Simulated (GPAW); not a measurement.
## free-standing triangular Rh monolayer, spacing 3.069 A: a ladder in the k mesh

Wanted: the cheapest choice of the k mesh that holds the magnetic results of free-standing triangular Rh monolayer, spacing 3.069 A.

Program: GPAW 26.7.0. Level of theory: revPBE; plane waves with GPAW's PAW setups, scalar-relativistic. Results are calculated unless marked as measured.

Most raw output is cut from this account.

### 1. The structure

The cell holds 1 atom: 1 Rh. Cell: a = 3.069 Å, b = 3.069 Å, c = 14.000 Å, α = 90.0°, β = 90.0°, γ = 120.0°. model lattice. Vacuum lies along c.

As a file:

```cif
data_structure
_symmetry_space_group_name_H-M 'P 1'
_symmetry_Int_Tables_number 1
_cell_length_a 3.0690
_cell_length_b 3.0690
_cell_length_c 14.0000
_cell_angle_alpha 90.000
_cell_angle_beta 90.000
_cell_angle_gamma 120.000
_cell_volume 114.20
loop_
_atom_site_label
_atom_site_type_symbol
_atom_site_fract_x
_atom_site_fract_y
_atom_site_fract_z
_atom_site_occupancy
Rh1 Rh 0.00000 0.00000 0.50000 1
```

### 2. Rung 1 (mesh 4×4×1), start ferro +

The ladder starts at a coarse mesh; cost grows with the number of points.

The input, order1.py:

```python
import json
import numpy as np
from ase import Atoms
from ase.parallel import paropen, parprint
from gpaw import GPAW

atoms = Atoms(['Rh'],
    cell=[[3.069, 0.0, 0.0],
         [-1.5345, 2.657832, 0.0],
         [0.0, 0.0, 14.0]],
    scaled_positions=[[0.0, 0.0, 0.5]],
    pbc=True,
    magmoms=[1.0])
atoms.calc = GPAW(mode={'name': 'pw', 'ecut': 550},
    xc='revPBE',
    kpts={'size': (4, 4, 1), 'gamma': True},
    occupations={'name': 'fermi-dirac', 'width': 0.05},
    convergence={'density': 1e-05, 'energy': 1e-05},
    maxiter=200,
    symmetry={'tolerance': 1e-4},
    txt='order1.txt')
e = atoms.get_potential_energy(force_consistent=True)
res = {'free_energy': e, 'energy_sigma0': atoms.get_potential_energy(), 'fermi_energy': atoms.calc.get_fermi_level()}
res['moments'] = atoms.get_magnetic_moments().tolist()
res['total'] = atoms.get_magnetic_moment()
parprint('site moments (muB):', np.round(res['moments'], 3))
parprint(f"total moment: {res['total']:.3f} muB")
parprint(f'free energy: {e:.6f} eV')
atoms.calc.write('order1.gpw')
with paropen('results.json', 'w') as f:
    json.dump(res, f)
```

Started as:

```sh
> OMP_NUM_THREADS=1 python3 order1.py > order1.log
```

Wall time 12 s (1 MPI rank of Intel Xeon Platinum 8488C (Sapphire Rapids), shared host); peak memory 0.2 GiB.

Read from the output:

* magnetization: 1.512 μB
* final state: ferromagnetic
* largest moment: 1.320 μB

After 16 cycles the largest moment stands at 1.32 μB.

### 3. Rung 1 (mesh 4×2×1), start antiferro q=(0,1/2,0) +-

The second start gives the energy difference between the two end states, the quantity that is followed up the ladder. Its q is in fractions of the reciprocal vectors of the first run's cell.

order2.py is the script of step 2 with these lines changed:

```diff
@@ -6,12 +6,13 @@
 
-atoms = Atoms(['Rh'],
+atoms = Atoms(['Rh', 'Rh'],
     cell=[[3.069, 0.0, 0.0],
-         [-1.5345, 2.657832, 0.0],
+         [-3.069, 5.315664, 0.0],
          [0.0, 0.0, 14.0]],
-    scaled_positions=[[0.0, 0.0, 0.5]],
+    scaled_positions=[[0.0, 0.0, 0.5],
+         [0.0, 0.5, 0.5]],
     pbc=True,
-    magmoms=[1.0])
+    magmoms=[1.0, -1.0])
 atoms.calc = GPAW(mode={'name': 'pw', 'ecut': 550},
     xc='revPBE',
-    kpts={'size': (4, 4, 1), 'gamma': True},
+    kpts={'size': (4, 2, 1), 'gamma': True},
     occupations={'name': 'fermi-dirac', 'width': 0.05},
@@ -20,3 +21,3 @@
     symmetry={'tolerance': 1e-4},
-    txt='order1.txt')
+    txt='order2.txt')
 e = atoms.get_potential_energy(force_consistent=True)
@@ -28,3 +29,3 @@
 parprint(f'free energy: {e:.6f} eV')
-atoms.calc.write('order1.gpw')
+atoms.calc.write('order2.gpw')
 with paropen('results.json', 'w') as f:
```

Started as:

```sh
> OMP_NUM_THREADS=1 python3 order2.py > order2.log
```

Wall time 46 s (1 MPI rank); peak memory 0.29 GiB.

Numbers from this step:

```yaml
magnetization: 0 μB
final_state: antiferromagnetic
largest_moment: 1.315 μB
```

This start lies +47.7 meV a seeded atom from the first; its largest moment is 1.32 μB.

### 4. Rung 2 (mesh 4×4×1), start ferro +

order1.py is that of step 2.

Started as:

```sh
> OMP_NUM_THREADS=1 python3 order1.py > order1.log
```

Elapsed: 12 s, on 1 MPI rank; peak memory 0.2 GiB.

This step gave:

- magnetization: 1.512 μB
- final state: ferromagnetic
- largest moment: 1.320 μB

The largest moment is that of rung 1, at 0.98 times its CPU time.

### 5. Rung 2 (mesh 4×2×1), start antiferro q=(0,1/2,0) +-

order2.py is that of step 3.

Started as:

```sh
> OMP_NUM_THREADS=1 python3 order2.py > order2.log
```

Elapsed: 46 s, on 1 MPI rank; peak memory 0.29 GiB.

This step gave:

- magnetization: 0 μB
- final state: antiferromagnetic
- largest moment: 1.315 μB

This start lies +47.7 meV a seeded atom from the first, a change of +0.0 meV since rung 1; its largest moment is 1.32 μB.

### 6. Rung 3 (mesh 6×6×1), start ferro +

order1.py is the script of step 4 with these lines changed:

```diff
@@ -15,3 +15,3 @@
     xc='revPBE',
-    kpts={'size': (4, 4, 1), 'gamma': True},
+    kpts={'size': (6, 6, 1), 'gamma': True},
     occupations={'name': 'fermi-dirac', 'width': 0.05},
```

Started as:

```sh
> OMP_NUM_THREADS=1 python3 order1.py > order1.log
```

Elapsed: 14 s, on 1 MPI rank; peak memory 0.2 GiB.

This step gave:

| Item | Value |
| --- | --- |
| magnetization | 1.318 μB |
| final state | ferromagnetic |
| largest moment | 1.262 μB |

The largest moment moves by -0.06 μB from rung 2, at 1.2 times its CPU time.

### 7. Rung 3 (mesh 6×3×1), start antiferro q=(0,1/2,0) +-

order2.py is the script of step 5 with these lines changed:

```diff
@@ -16,3 +16,3 @@
     xc='revPBE',
-    kpts={'size': (4, 2, 1), 'gamma': True},
+    kpts={'size': (6, 3, 1), 'gamma': True},
     occupations={'name': 'fermi-dirac', 'width': 0.05},
```

Started as:

```sh
> OMP_NUM_THREADS=1 python3 order2.py > order2.log
```

It took 74 s on 1 MPI rank; peak memory 0.31 GiB.

Read from the output:

```
magnetization  : 0 μB
final state    : antiferromagnetic
largest moment : 1.119 μB
```

This start lies +73.2 meV a seeded atom from the first, a change of +25.5 meV since rung 2; its largest moment is 1.12 μB.

### 8. Rung 4 (mesh 10×10×1), start ferro +

order1.py is the script of step 6 with these lines changed:

```diff
@@ -15,3 +15,3 @@
     xc='revPBE',
-    kpts={'size': (6, 6, 1), 'gamma': True},
+    kpts={'size': (10, 10, 1), 'gamma': True},
     occupations={'name': 'fermi-dirac', 'width': 0.05},
```

Started as:

```sh
> OMP_NUM_THREADS=1 python3 order1.py > order1.log
```

Run time: 22 s. Hardware: 1 MPI rank; peak memory 0.21 GiB.

Read from the output:

```yaml
magnetization: 1.702 μB
final_state: ferromagnetic
largest_moment: 1.551 μB
```

The largest moment moves by +0.29 μB from rung 3, at 1.6 times its CPU time.

### 9. Rung 4 (mesh 10×5×1), start antiferro q=(0,1/2,0) +-

order2.py is the script of step 7 with these lines changed:

```diff
@@ -16,3 +16,3 @@
     xc='revPBE',
-    kpts={'size': (6, 3, 1), 'gamma': True},
+    kpts={'size': (10, 5, 1), 'gamma': True},
     occupations={'name': 'fermi-dirac', 'width': 0.05},
```

Started as:

```sh
> OMP_NUM_THREADS=1 python3 order2.py > order2.log
```

The job ended after 2.6 min (1 MPI rank; peak memory 0.41 GiB).

This step gave:

```yaml
magnetization: 0 μB
final_state: antiferromagnetic
largest_moment: 1.177 μB
```

This start lies +86.6 meV a seeded atom from the first, a change of +13.4 meV since rung 3; its largest moment is 1.18 μB.

### 10. Rung 5 (mesh 14×14×1), start ferro +

order1.py is the script of step 8 with these lines changed:

```diff
@@ -15,3 +15,3 @@
     xc='revPBE',
-    kpts={'size': (10, 10, 1), 'gamma': True},
+    kpts={'size': (14, 14, 1), 'gamma': True},
     occupations={'name': 'fermi-dirac', 'width': 0.05},
```

Started as:

```sh
> OMP_NUM_THREADS=1 python3 order1.py > order1.log
```

The job ended after 35 s (1 MPI rank; peak memory 0.23 GiB).

This step gave:

```
magnetization  : 1.594 μB
final state    : ferromagnetic
largest moment : 1.481 μB
```

The largest moment moves by -0.07 μB from rung 4, at 1.6 times its CPU time.

### 11. Rung 5 (mesh 14×7×1), start antiferro q=(0,1/2,0) +-

order2.py is the script of step 9 with these lines changed:

```diff
@@ -16,3 +16,3 @@
     xc='revPBE',
-    kpts={'size': (10, 5, 1), 'gamma': True},
+    kpts={'size': (14, 7, 1), 'gamma': True},
     occupations={'name': 'fermi-dirac', 'width': 0.05},
```

Started as:

```sh
> OMP_NUM_THREADS=1 python3 order2.py > order2.log
```

It took 5.4 min on 1 MPI rank; peak memory 0.56 GiB.

Numbers from this step:

```yaml
magnetization: 0 μB
final_state: antiferromagnetic
largest_moment: 1.205 μB
```

This start lies +69.3 meV a seeded atom from the first, a change of -17.3 meV since rung 4; its largest moment is 1.20 μB.

### 12. Another try

An input with a fault is tried, to see how the program answers.

The input, run.py:

```python
import json
import numpy as np
from ase import Atoms
from ase.parallel import paropen, parprint
from gpaw import GPAW

atoms = Atoms(['Rh'],
    cell=[[3.069, 0.0, 0.0],
         [-1.5345, 2.657832, 0.0],
         [0.0, 0.0, 14.0]],
    scaled_positions=[[0.0, 0.0, 0.5]],
    pbc=True,
    magmoms=[1.0])
atoms.calc = GPAW(mode={'name': 'pw', 'ecut': 550},
    xc='revPBE',
    kpts={'size': (14, 14, 1), 'gamma': True},
    occupations={'name': 'fermi-dirac', 'width': 0.05},
    convergence={'density': 1e-05, 'energy': 1e-05},
    maxiter=2,
    symmetry={'tolerance': 1e-4},
    txt='run.txt')
e = atoms.get_potential_energy(force_consistent=True)
res = {'free_energy': e, 'energy_sigma0': atoms.get_potential_energy(), 'fermi_energy': atoms.calc.get_fermi_level()}
res['moments'] = atoms.get_magnetic_moments().tolist()
res['total'] = atoms.get_magnetic_moment()
parprint('site moments (muB):', np.round(res['moments'], 3))
parprint(f"total moment: {res['total']:.3f} muB")
parprint(f'free energy: {e:.6f} eV')
atoms.calc.write('run.gpw')
with paropen('results.json', 'w') as f:
    json.dump(res, f)
```

Started as:

```sh
> OMP_NUM_THREADS=1 python3 run.py > run.log
```

It took 8.1 s on 1 MPI rank; peak memory 0.23 GiB.

The run stopped without converging, so none of its numbers is a property of the system.

The fault put into the input: too few SCF iterations.

The limit on cycles came before convergence; raising it mends this.

### 13. Side by side

Ladder, by row:

```csv
rung,mesh,state from the first start,state from the second start,second less first (meV a seeded atom),"moment, first (μB)","moment, second (μB)",CPU time (s)
1,4x4x1,ferromagnetic,antiferromagnetic,47.7,1.32,1.315,57.91
2,4x4x1,ferromagnetic,antiferromagnetic,47.7,1.32,1.315,57.26
3,6x6x1,ferromagnetic,antiferromagnetic,73.21,1.262,1.119,87.17
4,10x10x1,ferromagnetic,antiferromagnetic,86.58,1.551,1.177,181.1
5,14x14x1,ferromagnetic,antiferromagnetic,69.32,1.481,1.205,360.7
```

### 14. Summary of results

```
range of the moment in the table, first start : 1.26 to 1.55 μB
range of CPU time                             : 57 s to 6 min
range of the energy difference                : 47.7 to 86.6 meV a seeded atom
```

**Reading.** Only the last rung can serve as the reference, and the rung before it is still 17 meV away, so convergence is not shown. The first start ends lower on every rung of the table; whether functional and cell give the true order is another question. Rungs 1 and 2 have the same input, so their agreement tests nothing.

[Logs and program files are shortened in this print: banners, set-up blocks, solver, clock and traceback lines can be left out without a mark of their own.]

[Logs are printed without paths, hosts, clocks, repeated set-up lines and the standing remarks that a program may print on its own settings, such as how far it seeks lower states.]

[Hosts, paths, dates, database ids (printed as entryN), source tags and the programs' standing remarks are cut or masked in the printed files.]

[Where a cell is said to come from a database of computed structures, the database is the Materials Project.]
